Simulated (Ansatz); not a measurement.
## Phonons of La2O3 (P-3m1) against volume

Wanted: Grüneisen parameters and pressure coefficients of the modes of La2O3 (P-3m1).

Calculated with Ansatz 0.2.0; DFT PBE, scalar-relativistic, plane waves, PAW; PAW set soft_1.

### Step 1. The starting structure

The structure is trigonal, space group P-3m1 (No. 164). Conventional cell: a = 3.931 Å, b = 3.931 Å, c = 6.112 Å, α = 90.00°, β = 90.00°, γ = 120.00°. Nearest to O lie 4 La at 2.36 to 2.44 Å. Nearest to O lie 6 La at 2.72 Å. Nearest to La lie 7 O at 2.36 to 2.72 Å. Farther neighbours and most contacts between anions are not listed.

### Step 2. Bringing the structure to rest

The cell and atoms are relaxed, since residual forces and stress would shift the frequencies.

input.yaml

```yaml
crystal:
  lattice:
    - [3.930777878, 0.0, 0.0]
    - [-1.965388939, 3.404153499, 0.0]
    - [0.0, 0.0, 6.11195352]
  atoms:
    - { symbol: O, position: [0.66666667, 0.33333333, 0.35410935] }
    - { symbol: O, position: [0.33333333, 0.66666667, 0.64589065] }
    - { symbol: O, position: [0.0, 0.0, 0.0] }
    - { symbol: La, position: [0.66666667, 0.33333333, 0.75376432] }
    - { symbol: La, position: [0.33333333, 0.66666667, 0.24623568] }
kpoints:
  mp_grid: { grid: [9, 9, 4] }
hamiltonian:
  xc: pbe
  pseudopotentials: { kind: paw, azcp: { folder: soft_1 } }
scf:
  occupations: { method: gaussian, width: 0.02 }
output:
  forces: true
  stress: true
  eigenvalues: true
  write_density: true
  write_potential: true
  elf: true
  volumetric_format: npy
relax:
  adjacent_minimum: "off"
  f_tol: 0.005
  max_steps: 80
  cell: { stress_tol: 0.05 }
```

The run is started by

```sh
$ ansatz run input.yaml --threads 4 --pin off --max-ram 16384MiB --backend cpu --events-out ev --progress --plain --runs-dir out
```

Numbers of over 12 decimals in the logs are rounded to 6 here.

The program printed:

```text
Engine: ansatz 0.2.0, x86_64-unknown-linux-gnu
Pseudopotentials: kind: paw
Pseudopotential: O, paw, valence charge 6, recommended cutoff 420 eV (normal), soft_1/O.paw.azcp
Pseudopotential: La, paw, valence charge 11, recommended cutoff 420 eV (normal), soft_1/La.paw.azcp
Functional definition: PBE
  parameter kappa = 0.804
  parameter beta = 0.066725
  exchange = pbe_x(kappa = kappa, mu = beta*pi^2/3)
  correlation = pbe_c(beta = beta)
Crystal: 5 atoms, lattice volume = 81.784 Å³
Basis set: ecut = 420 eV, 1641 PW (Γ), exchange–correlation on 54×54×90 points (8 copies of the dense FFT grid, shifted against one another)
Bands: 25, of which v1, the nominal top of the filled ones, is band 20 counted from 1 (19 counted from 0)
Symmetry: 12 space group operations
Space group: P-3m1 (ITA 164), of the structure as read, at distance tolerance 4.3e-5 Å
k-points: 43 of 324
Non-local potential: O, projectors of the file, l = 0: 2, l = 1: 2, l = 2: 1
Non-local potential: La, projectors of the file, l = 0: 3, l = 1: 2, l = 2: 2, l = 3: 3
PAW form: soft (Blöchl's): semilocal exchange-correlation on the pseudo side does not see the compensation charge
PAW one-centre angular grid: O, 110 points (default); XC on 64 Gauss nodes
PAW one-centre angular grid: La, 590 points (default); XC on 64 Gauss nodes
Initial density: superposition of atomic densities (chi_scale 0.1, normalization cell, long waves kept (reshape's long-wave potential 0.03 eV rms))
Initial wavefunctions: pseudopotential atomic-orbital guess
Functional: x = pbe(κ = 0.804, μ = 0.219515), c = pbe(β = 0.066725)
SCF iter   1: F=—  HF=-14212.845209 eV  |F-HF|=—  |Δ(HF+E_count)|=         —  Δρ=6.10e-2  dr2=2.88e0  ethr=3.10e-3  ⟨swp⟩=5.2  Hψ=4810  notcnv=0
preconditioner: auto → Resta (q_TF=auto, 2.422 Å⁻¹)  ε∞=5.5  [insulator: Δε(μ)=2.965 eV  Ē_g=11.660 eV  σ=0.020 eV  W_gap=1.00  n_scr=22 (ndim 8)  ℏωp=24.6 eV  f_vac=0.000  D(μ)=0.00/eV (n_scr^D=0)  ε∞_Penn≈5.5]
SCF iter   2: F=—  HF=-14212.537586 eV  |F-HF|=—  |Δ(HF+E_count)|=   3.08e-1  Δρ=3.03e-2  dr2=9.50e-1  ethr=3.10e-3  ⟨swp⟩=5.2  Hψ=2780  notcnv=0  defer=44
SCF iter   3: F=—  HF=-14212.464075 eV  |F-HF|=—  |Δ(HF+E_count)|=   7.35e-2  Δρ=1.61e-2  dr2=2.69e-1  ethr=2.37e-3  ⟨swp⟩=2.4  Hψ=1753  notcnv=0  defer=43
SCF iter   4: F=—  HF=-14212.480984 eV  |F-HF|=—  |Δ(HF+E_count)|=   1.69e-2  Δρ=6.36e-3  dr2=4.39e-2  ethr=6.72e-4  ⟨swp⟩=4.7  Hψ=2452  notcnv=0  defer=43
SCF iter   5: F=—  HF=-14212.486212 eV  |F-HF|=—  |Δ(HF+E_count)|=   5.23e-3  Δρ=3.58e-3  dr2=1.12e-2  ethr=1.10e-4  ⟨swp⟩=5.3  Hψ=2386  notcnv=0  defer=43
SCF iter   6: F=—  HF=-14212.486813 eV  |F-HF|=—  |Δ(HF+E_count)|=   6.01e-4  Δρ=9.89e-4  dr2=8.98e-4  ethr=2.81e-5  ⟨swp⟩=2.8  Hψ=1676  notcnv=0  defer=44
SCF iter   7: F=—  HF=-14212.488366 eV  |F-HF|=—  |Δ(HF+E_count)|=   1.55e-3  Δρ=2.12e-4  dr2=4.78e-5  ethr=2.24e-6  ⟨swp⟩=3.2  Hψ=2078  notcnv=0  defer=43
SCF iter   8: F=—  HF=-14212.488432 eV  |F-HF|=—  |Δ(HF+E_count)|=   6.57e-5  Δρ=6.03e-5  dr2=3.75e-6  ethr=1.19e-7  ⟨swp⟩=2.4  Hψ=2014  notcnv=0  defer=43
SCF iter   9: F=—  HF=-14212.488435 eV  |F-HF|=—  |Δ(HF+E_count)|=   3.03e-6  Δρ=1.70e-5  dr2=2.60e-7  ethr=9.38e-9  ⟨swp⟩=2.1  Hψ=1822  notcnv=0  defer=43
SCF iter  10: F=-14212.488435 eV  HF=-14212.488435 eV  |F-HF|=4.32e-9  |Δ(HF+E_count)|=   9.01e-8  Δρ=3.00e-6  dr2=9.82e-9  ethr=2.50e-10  ⟨swp⟩=20.9  Hψ=10249  notcnv=0
SCF 1 converged in 10 iterations: F = -14212.488435 eV  dr2 = 9.82e-9
  greatest PAW one-centre occupation: 0.971 electrons in one spin orbital (limit 2), on the La atom at site 4 (counted from 0), in its partial waves of l = 0
relax step   1: F+E_penalty+E_count = -14212.48843475 eV  Δ(F+E_penalty+E_count) = +0.000e0 eV  max|allowed force component| = 1.719e-2 eV/Å  Δτ_max = 0.0000 Å  P = +1.911 GPa  Ω = 81.784 Å³  (10 SCF iters, dr2 threshold 1.00e-7 eV, accepted)
Crystal: 5 atoms, lattice volume = 85.621 Å³
Basis set: ecut = 420 eV, 1701 PW (Γ), exchange–correlation on 54×54×90 points (8 copies of the dense FFT grid, shifted against one another)
Initial density: handed on by an earlier stage of this run
Initial wavefunctions: those handed on with the density
iter 1 solved again at ethr=9.68e-5 eV; its pass at ethr=3.10e-3 eV (dr2=3.87e-2 eV) is discarded
SCF iter   1: F=—  HF=-14212.467100 eV  |F-HF|=—  |Δ(HF+E_count)|=         —  Δρ=4.85e-3  dr2=3.92e-2  ethr=9.68e-5  ⟨swp⟩=2.6  Hψ=9518  notcnv=0
preconditioner: auto → Resta (q_TF=auto, 2.403 Å⁻¹)  ε∞=4.8  [insulator: Δε(μ)=3.620 eV  Ē_g=12.382 eV  σ=0.020 eV  W_gap=1.00  n_scr=22 (ndim 8)  ℏωp=24.1 eV  f_vac=0.026  D(μ)=0.00/eV (n_scr^D=0)  ε∞_Penn≈4.8]
SCF iter   2: F=—  HF=-14212.460598 eV  |F-HF|=—  |Δ(HF+E_count)|=   6.50e-3  Δρ=2.58e-3  dr2=8.46e-3  ethr=9.68e-5  ⟨swp⟩=5.1  Hψ=2397  notcnv=0
SCF iter   3: F=—  HF=-14212.459496 eV  |F-HF|=—  |Δ(HF+E_count)|=   1.10e-3  Δρ=1.97e-3  dr2=4.04e-3  ethr=2.11e-5  ⟨swp⟩=4.0  Hψ=2317  notcnv=0
SCF iter   4: F=—  HF=-14212.458903 eV  |F-HF|=—  |Δ(HF+E_count)|=   5.93e-4  Δρ=3.98e-4  dr2=1.56e-4  ethr=1.01e-5  ⟨swp⟩=4.1  Hψ=2054  notcnv=0  defer=1
SCF iter   5: F=—  HF=-14212.458904 eV  |F-HF|=—  |Δ(HF+E_count)|=   1.12e-6  Δρ=3.41e-4  dr2=9.74e-5  ethr=3.90e-7  ⟨swp⟩=2.3  Hψ=1933  notcnv=0  defer=1
SCF iter   6: F=—  HF=-14212.458895 eV  |F-HF|=—  |Δ(HF+E_count)|=   9.33e-6  Δρ=8.20e-5  dr2=5.71e-6  ethr=2.43e-7  ⟨swp⟩=2.0  Hψ=1504  notcnv=0  defer=2
SCF iter   7: F=-14212.458904 eV  HF=-14212.458903 eV  |F-HF|=7.31e-7  |Δ(HF+E_count)|=   8.23e-6  Δρ=1.77e-5  dr2=3.80e-7  ethr=1.25e-9  ⟨swp⟩=13.3  Hψ=10806  notcnv=0
SCF 2 converged in 7 iterations: F = -14212.458904 eV  dr2 = 3.80e-7
relax step   2: F+E_penalty+E_count = -14212.45890386 eV  Δ(F+E_penalty+E_count) = +2.953e-2 eV  max|allowed force component| = 3.694e-1 eV/Å  Δτ_max = 0.0376 Å  P = -2.673 GPa  Ω = 85.621 Å³  energy of the carried Pulay correction = -6.051e-3 eV  (7 SCF iters, dr2 threshold 5.00e-7 eV, rejected (line search))
Crystal: 5 atoms, lattice volume = 83.174 Å³
iter 1 solved again at ethr=4.99e-5 eV; its pass at ethr=3.10e-3 eV (dr2=2.00e-2 eV) is discarded
SCF iter   1: F=—  HF=-14212.498911 eV  |F-HF|=—  |Δ(HF+E_count)|=         —  Δρ=3.59e-3  dr2=2.06e-2  ethr=4.99e-5  ⟨swp⟩=2.6  Hψ=9009  notcnv=0
preconditioner: auto → Resta (q_TF=auto, 2.415 Å⁻¹)  ε∞=4.9  [insulator: Δε(μ)=3.858 eV  Ē_g=12.429 eV  σ=0.020 eV  W_gap=1.00  n_scr=22 (ndim 8)  ℏωp=24.4 eV  f_vac=0.021  D(μ)=0.00/eV (n_scr^D=0)  ε∞_Penn≈4.9]
SCF iter   2: F=—  HF=-14212.495293 eV  |F-HF|=—  |Δ(HF+E_count)|=   3.62e-3  Δρ=1.87e-3  dr2=4.07e-3  ethr=4.99e-5  ⟨swp⟩=4.6  Hψ=2104  notcnv=0
SCF iter   3: F=—  HF=-14212.494611 eV  |F-HF|=—  |Δ(HF+E_count)|=   6.81e-4  Δρ=1.25e-3  dr2=1.62e-3  ethr=1.02e-5  ⟨swp⟩=3.4  Hψ=2145  notcnv=0  defer=1
SCF iter   4: F=—  HF=-14212.494355 eV  |F-HF|=—  |Δ(HF+E_count)|=   2.56e-4  Δρ=2.61e-4  dr2=5.96e-5  ethr=4.05e-6  ⟨swp⟩=2.5  Hψ=1676  notcnv=0
SCF iter   5: F=—  HF=-14212.494356 eV  |F-HF|=—  |Δ(HF+E_count)|=   6.22e-7  Δρ=2.32e-4  dr2=4.34e-5  ethr=1.49e-7  ⟨swp⟩=2.0  Hψ=1919  notcnv=0
SCF iter   6: F=—  HF=-14212.494350 eV  |F-HF|=—  |Δ(HF+E_count)|=   5.77e-6  Δρ=4.81e-5  dr2=2.11e-6  ethr=1.08e-7  ⟨swp⟩=2.0  Hψ=1461  notcnv=0
SCF iter   7: F=—  HF=-14212.494353 eV  |F-HF|=—  |Δ(HF+E_count)|=   3.22e-6  Δρ=9.81e-6  dr2=1.09e-7  ethr=5.28e-9  ⟨swp⟩=2.0  Hψ=1765  notcnv=0
SCF iter   8: F=—  HF=-14212.494353 eV  |F-HF|=—  |Δ(HF+E_count)|=   2.53e-7  Δρ=3.11e-6  dr2=7.32e-9  ethr=2.73e-10  ⟨swp⟩=2.1  Hψ=1794  notcnv=0
SCF iter   9: F=—  HF=-14212.494353 eV  |F-HF|=—  |Δ(HF+E_count)|=   2.67e-8  Δρ=5.07e-7  dr2=2.07e-10  ethr=1.83e-11  ⟨swp⟩=2.0  Hψ=1856  notcnv=0
SCF iter  10: F=-14212.494353 eV  HF=-14212.494353 eV  |F-HF|=5.46e-12  |Δ(HF+E_count)|=  5.71e-10  Δρ=8.10e-8  dr2=4.76e-12  ethr=1.00e-12  ⟨swp⟩=9.3  Hψ=6745  notcnv=0
SCF 3 converged in 10 iterations: F = -14212.494353 eV  dr2 = 4.76e-12
relax step   3: F+E_penalty+E_count = -14212.49435342 eV  Δ(F+E_penalty+E_count) = -5.919e-3 eV  max|allowed force component| = 3.249e-2 eV/Å  Δτ_max = 0.0087 Å  P = -0.021 GPa  Ω = 83.174 Å³  energy of the carried Pulay correction = -2.224e-3 eV  (10 SCF iters, accepted)
[...]
relax step   4: F+E_penalty+E_count = -14212.49448214 eV  Δ(F+E_penalty+E_count) = -1.287e-4 eV  max|allowed force component| = 2.030e-2 eV/Å  Δτ_max = 0.0010 Å  P = -0.006 GPa  Ω = 83.152 Å³  energy of the carried Pulay correction = -2.189e-3 eV  (4 SCF iters, dr2 threshold 7.38e-8 eV, accepted)
[...]
relax step   5: F+E_penalty+E_count = -14212.49461598 eV  Δ(F+E_penalty+E_count) = -1.338e-4 eV  max|allowed force component| = 5.268e-3 eV/Å  Δτ_max = 0.0027 Å  P = +0.023 GPa  Ω = 83.155 Å³  energy of the carried Pulay correction = -2.194e-3 eV  (5 SCF iters, dr2 threshold 5.43e-8 eV, accepted)
[...]
relax step   6: F+E_penalty+E_count = -14212.49460923 eV  Δ(F+E_penalty+E_count) = +6.748e-6 eV  max|allowed force component| = 2.168e-4 eV/Å  Δτ_max = 0.0002 Å  P = -0.002 GPa  Ω = 83.162 Å³  energy of the carried Pulay correction = -2.205e-3 eV  (6 SCF iters, dr2 threshold 1.73e-9 eV, accepted)
[...]
relax step   7: F+E_penalty+E_count = -14212.49725855 eV  Δ(F+E_penalty+E_count) = -2.649e-3 eV  max|allowed force component| = 1.769e-4 eV/Å  Δτ_max = 0.0000 Å  P = +0.058 GPa  Ω = 83.162 Å³  stress off target by 9.17e-2 GPa  SCF on the basis re-selected at this cell (its energy is not comparable with the rows above)  (7 SCF iters)
[...]
relax step   8: F+E_penalty+E_count = -14212.49719224 eV  Δ(F+E_penalty+E_count) = +6.631e-5 eV  max|allowed force component| = 1.521e-5 eV/Å  Δτ_max = 0.0004 Å  P = +0.002 GPa  Ω = 83.213 Å³  energy of the carried Pulay correction = -8.311e-5 eV  (6 SCF iters, dr2 threshold 2.10e-8 eV, accepted)
iter 1 solved again at ethr=3.77e-8 eV; its pass at ethr=3.10e-3 eV (dr2=1.51e-5 eV) is discarded
SCF iter   1: F=—  HF=-14212.497305 eV  |F-HF|=—  |Δ(HF+E_count)|=         —  Δρ=6.74e-6  dr2=8.02e-9  ethr=3.77e-8  ⟨swp⟩=4.6  Hψ=8853  notcnv=0
preconditioner: auto → Resta (q_TF=auto, 2.415 Å⁻¹)  ε∞=4.9  [insulator: Δε(μ)=3.864 eV  Ē_g=12.441 eV  σ=0.020 eV  W_gap=1.00  n_scr=22 (ndim 8)  ℏωp=24.4 eV  f_vac=0.022  D(μ)=0.00/eV (n_scr^D=0)  ε∞_Penn≈4.9]
SCF iter   2: F=—  HF=-14212.497288 eV  |F-HF|=—  |Δ(HF+E_count)|=   1.73e-5  Δρ=3.65e-6  dr2=4.00e-9  ethr=2.00e-11  ⟨swp⟩=3.0  Hψ=2764  notcnv=0
SCF iter   3: F=—  HF=-14212.497288 eV  |F-HF|=—  |Δ(HF+E_count)|=   2.79e-9  Δρ=2.09e-6  dr2=9.08e-10  ethr=1.00e-11  ⟨swp⟩=2.0  Hψ=1460  notcnv=0
SCF iter   4: F=—  HF=-14212.497288 eV  |F-HF|=—  |Δ(HF+E_count)|=   2.14e-9  Δρ=3.98e-7  dr2=1.68e-10  ethr=2.27e-12  ⟨swp⟩=2.0  Hψ=1805  notcnv=0
SCF iter   5: F=-14212.497288 eV  HF=-14212.497288 eV  |F-HF|=5.28e-11  |Δ(HF+E_count)|=  1.15e-10  Δρ=1.90e-7  dr2=3.28e-11  ethr=1.00e-12  ⟨swp⟩=9.1  Hψ=6156  notcnv=0
SCF 9 converged in 5 iterations: F = -14212.497288 eV  dr2 = 3.28e-11
relax step   9: F+E_penalty+E_count = -14212.49728802 eV  Δ(F+E_penalty+E_count) = -9.578e-5 eV  max|allowed force component| = 1.764e-5 eV/Å  Δτ_max = 0.0000 Å  P = +0.003 GPa  Ω = 83.213 Å³  stress off target by 7.43e-3 GPa  SCF on the basis re-selected at this cell (its energy is not comparable with the rows above)  (5 SCF iters)
basis re-selected at this cell: Δ(F+E_penalty+E_count) = -9.578e-5 eV, ΔP = +0.001 GPa vs the last step (what re-selecting the basis moved, of the pressure what is left beyond the Pulay correction that the steps carried, after the strain that the cell walked since its last selection, with what the two solves' SCF thresholds leave and, on support functions, any second-order correction that the steps lacked; it is no m [...]
SCF converged after 5 iterations
Free energy (F): -14212.497288 eV
Harris-Foulkes:  -14212.497288 eV  (|F-HF|=5.28e-11)
Internal energy: -14212.497288 eV  (E = F + TS)
E sigma→0 (E₀):  -14212.497288 eV
Fermi energy:    11.322357 eV
--- Per-component energies (eV) ---
  E_band       = -18.641424
  E_kinetic    = 879.874074
  E_local      = -1516.179300  (includes V_loc(G=0)·N_el)
  E_nonlocal   = 331.261814
  E_hartree    = 565.193350
  E_xc         = -503.916146
  E_vxc        = -568.400802  (∫ρ·V_xc dr)
  E_paw        = -11320.967095  (= ΣΔE_a)
  E_vpaw       = -275.586185  (= ΣTr[D̂ρ^β])
  E_aug_tail   = 0.002256  (compensation charges beyond the density's cutoff)
  E_ewald      = -2647.766241
  E_smearing   = -0.000000  (= −TS)
  E_closure    = 0.000000  (closes the sum)
  Σ components = -14212.497288   (vs F -14212.497288, Δ=0.00e0)
--- Forces (eV/Å), atoms counted from 1 ---
  atom   1  O      0.00000000    -0.00000000    -0.00000821
  atom   2  O     -0.00000000     0.00000000     0.00000821
  atom   3  O      0.00000000     0.00000000     0.00000000
  atom   4  La    -0.00000000     0.00000000     0.00001764
  atom   5  La     0.00000000     0.00000000    -0.00001764
  max |Σ_I F_I| component: 4.63e-18 eV/Å
--- Stress (GPa, compression-positive) ---
        0.000803      -0.000000       0.000000
       -0.000000       0.000803       0.000000
        0.000000       0.000000       0.007431
  P = ⅓ Tr σ = 0.0030 GPa (0.030 kbar)
--- Band table (eV; the first three rows and the last of 43) ---
  k-point 0: bands = [... 16 lower, 7.7866, 9.0552, 9.0552, 9.3090, 13.6301, 13.9902, 13.9902, 14.4474, ... 1 higher]
  k-point 1: bands = [... 16 lower, 8.1300, 9.0208, 9.0953, 9.0953, 13.7702, 14.0401, 14.0401, 14.4470, ... 1 higher]
  k-point 2: bands = [... 16 lower, 8.4266, 8.6494, 9.1407, 9.1407, 13.9994, 14.0848, 14.0848, 14.2285, ... 1 higher]
  k-point 42: bands = [... 16 lower, 8.8621, 9.1308, 9.1308, 9.1748, 13.6086, 14.1810, 14.2206, 14.2206, ... 1 higher]
--- Relaxed structure (7 steps of the walk, 6 accepted, 2 SCFs on fresh bases) ---
  F+E_penalty+E_count = -14212.49728802 eV   max|allowed force component| = 1.764e-5 eV/Å   (the final SCF, on the basis selected at the relaxed cell)
  cell:  # Å, volume = 83.2131 Å³
    - [3.940573, 0, 7.516500708661027e-18]
    - [-1.970286, 3.412636, -3.758250354330513e-18]
    - [1.1687382088258774e-17, 0, 6.187891]
  atoms:
    - { symbol: O, position: [0.666667, 0.333333, 0.354689] }
    - { symbol: O, position: [0.333333, 0.666667, 0.645311] }
    - { symbol: O, position: [0, 0, 0] }
    - { symbol: La, position: [0.666667, 0.333333, 0.752628] }
    - { symbol: La, position: [0.333333, 0.666667, 0.247372] }
```

Wall time 9.1 s (4 threads of Intel Xeon 6975P-C (Granite Rapids), shared host); peak memory 0.64 GiB; 33 s of CPU time.

The steps of the relaxation:

| step | energy less that of the first step (eV) | largest force component (eV/Å) | pressure (GPa) | volume (Å³) |
| --- | --- | --- | --- | --- |
| 1 | 0.0000 | 0.0172 | 1.91 | 81.78 |
| 2 | 0.0295 | 0.3694 | -2.67 | 85.62 |
| 3 | -0.0059 | 0.0325 | -0.02 | 83.17 |
| 4 | -0.0060 | 0.0203 | -0.01 | 83.15 |
| 5 | -0.0062 | 0.0053 | 0.02 | 83.15 |
| 6 | -0.0062 | 0.0002 | 0.00 | 83.16 |
| 7* | -0.0088 | 0.0002 | 0.06 | 83.16 |
| 8 | -0.0088 | 0.0000 | 0.00 | 83.21 |
| 9* | -0.0089 | 0.0000 | 0.00 | 83.21 |

Relaxation steps marked * repeat the geometry before them on a plane-wave basis chosen anew for their cell, so energy and pressure can jump there. Relaxation step 2 was tried and not accepted.

Forces are held to the 12 operations that the run works with; a distortion that breaks them can't arise in this run.

| conventional cell, symmetrised | before | after | change |
| --- | --- | --- | --- |
| a (Å) | 3.931 | 3.941 | +0.2 % |
| b (Å) | 3.931 | 3.941 | +0.2 % |
| c (Å) | 6.112 | 6.188 | +1.2 % |
| volume (Å³/atom) | 16.36 | 16.64 | +1.7 % |

Final coordinates:

```cif
data_structure
_symmetry_space_group_name_H-M 'P 1'
_symmetry_Int_Tables_number 1
_cell_length_a 3.9406
_cell_length_b 3.9406
_cell_length_c 6.1879
_cell_angle_alpha 90.000
_cell_angle_beta 90.000
_cell_angle_gamma 120.000
_cell_volume 83.21
loop_
_atom_site_label
_atom_site_type_symbol
_atom_site_fract_x
_atom_site_fract_y
_atom_site_fract_z
_atom_site_occupancy
O1 O 0.66667 0.33333 0.35469 1
O2 O 0.33333 0.66667 0.64531 1
O3 O 0.00000 0.00000 0.00000 1
La4 La 0.66667 0.33333 0.75263 1
La5 La 0.33333 0.66667 0.24737 1
```

This step gave:

- pressure: 0.003012 GPa
- gap on the k-mesh: 3.864 eV
- volume per atom: 16.64 Å³

ELF in the ac plane at fractional y = 0.333, with atoms of O and La within 0.2 Å of it. It is the smooth field of the valence electrons, not physical close to the nuclei.

Values, 21 rows by 14 columns, each cell a mean:
```
0.22 0.36 0.43 0.40 0.26 0.11 0.09 0.22 0.38 0.46 0.42 0.28 0.12 0.10
0.12 0.22 0.29 0.25 0.14 0.10 0.24 0.59 0.74 0.78 0.77 0.66 0.36 0.13
0.08 0.08 0.11 0.09 0.07 0.21 0.58 0.82 0.82 0.78 0.80 0.83 0.70 0.35
0.11 0.05 0.06 0.05 0.08 0.35 0.73 0.80 0.63 0.42 0.53 0.76 0.80 0.53
0.15 0.08 0.11 0.09 0.11 0.44 0.77 0.71 0.33 0.06 0.18 0.60 0.80 0.62
0.14 0.14 0.24 0.20 0.14 0.40 0.76 0.74 0.40 0.11 0.25 0.64 0.81 0.58
0.13 0.25 0.42 0.34 0.18 0.28 0.64 0.80 0.70 0.58 0.65 0.78 0.75 0.42
0.13 0.32 0.49 0.42 0.21 0.15 0.38 0.71 0.79 0.81 0.81 0.75 0.52 0.21
0.12 0.30 0.44 0.38 0.19 0.08 0.12 0.30 0.45 0.53 0.49 0.36 0.17 0.07
0.08 0.17 0.26 0.22 0.11 0.06 0.07 0.14 0.21 0.25 0.23 0.17 0.09 0.06
0.06 0.06 0.08 0.07 0.06 0.10 0.25 0.48 0.60 0.65 0.63 0.53 0.34 0.15
0.07 0.04 0.04 0.04 0.06 0.20 0.50 0.76 0.80 0.78 0.80 0.79 0.63 0.31
0.09 0.09 0.14 0.12 0.09 0.24 0.59 0.80 0.73 0.55 0.64 0.79 0.71 0.38
0.13 0.26 0.41 0.35 0.19 0.22 0.55 0.80 0.68 0.43 0.57 0.78 0.69 0.33
0.20 0.43 0.59 0.52 0.30 0.19 0.42 0.77 0.78 0.70 0.75 0.79 0.58 0.23
0.24 0.48 0.62 0.56 0.35 0.16 0.24 0.61 0.77 0.80 0.79 0.69 0.37 0.14
0.20 0.39 0.50 0.46 0.30 0.12 0.12 0.36 0.58 0.67 0.63 0.46 0.17 0.09
0.12 0.20 0.26 0.24 0.16 0.07 0.05 0.12 0.25 0.34 0.30 0.17 0.06 0.05
0.09 0.13 0.15 0.14 0.10 0.07 0.04 0.05 0.08 0.10 0.09 0.06 0.04 0.06
0.17 0.22 0.24 0.22 0.18 0.12 0.06 0.03 0.03 0.03 0.03 0.03 0.06 0.10
0.26 0.35 0.39 0.37 0.29 0.16 0.07 0.05 0.05 0.07 0.06 0.05 0.06 0.13
```
Columns run along a (3.9 Å), rows up along c (6.2 Å). Atoms in or near the plane, at fractional coordinates: O at (0.67, 0.35), La at (0.67, 0.75).

Valence density in the ac plane at fractional y = 0.333, with atoms of O and La within 0.2 Å of it. It is the smooth field of the valence electrons, not physical close to the nuclei.

Ten steps, logarithmic in the rise over the least value, from '0' (0.0 e/Å³) to '9' (7.4 e/Å³), each cell a mean:
```
12221112232211
11111123454432
11111245666643
21011356666654
21112356666664
21112356666664
22222346666653
22222235566542
11111123444321
00110012333211
00000123455421
10000135777632
11111246899753
22222247999753
23333236788643
23433224565432
23333212333221
22332111111101
12221100000000
12221100000000
12221100000001
```
Columns run along a (3.9 Å), rows up along c (6.2 Å). Atoms in or near the plane, at fractional coordinates: O at (0.67, 0.35), La at (0.67, 0.75).

Electrostatic potential energy in the ac plane at fractional y = 0.333, with atoms of O and La within 0.2 Å of it. With pseudopotentials it is smooth inside the atoms' cores, unlike the true potential.

Values in eV, 21 rows by 14 columns, each cell a mean:
```
 13  14  14  14  13  12  10   7   5   4   4   6   9  11
 12  14  14  14  13  10   7   0  -5  -9  -7  -2   5   9
 10  13  14  13  11   7  -1 -15 -24 -27 -26 -19  -6   4
  9  12  13  13  10   4  -9 -26 -26 -20 -23 -27 -16  -1
  8  12  13  12   9   1 -15 -27 -16   0  -8 -25 -22  -5
  8  12  13  13  10   2 -14 -28 -18  -4 -12 -26 -21  -4
  9  12  13  13  11   5  -6 -24 -27 -24 -26 -26 -13   1
 11  13  14  13  12   8   2 -10 -19 -23 -21 -14  -2   6
 13  14  14  14  13  11   8   4  -1  -3  -2   2   7  10
 13  14  14  14  14  13  12  10   9   8   8  10  11  12
 13  13  13  13  13  13  13  12  10   6   8  12  13  14
 12  12  11  11  12  13  13   7  -8 -17 -13   2  13  13
 11   9   8   9  10  12  12  -5 -23 -28 -26 -13   9  12
  9   6   5   5   7  10  11  -9 -25 -29 -28 -17   7  11
  7   3   1   2   5   9  11   1 -17 -24 -22  -7  10  10
  6   2   0   1   4   8  11  11   6  -1   2  10  12  10
  6   4   2   3   5   9  11  13  13  13  13  13  12  10
  9   7   6   6   8  10  12  13  14  14  14  14  12  11
 11  10  10  10  10  11  12  13  13  13  13  13  13  12
 13  12  12  12  13  13  13  12  12  12  12  12  13  13
 13  14  14  14  13  13  12  11  10  10  10  11  12  13
```
Columns run along a (3.9 Å; values clipped at the 3rd and 97th percentile), rows up along c (6.2 Å). Atoms in or near the plane, at fractional coordinates: O at (0.67, 0.35), La at (0.67, 0.75).

In this step the volume went from 16.36 to 16.64 Å³/atom.

(Continued in part 2 of 4.)

[Logs are printed without paths, hosts, clocks, repeated set-up lines and the standing remarks that a program may print on its own settings, such as how far it seeks lower states.]

[Hosts, paths, dates, database ids (printed as entryN), source tags and the programs' standing remarks are cut or masked in the printed files.]
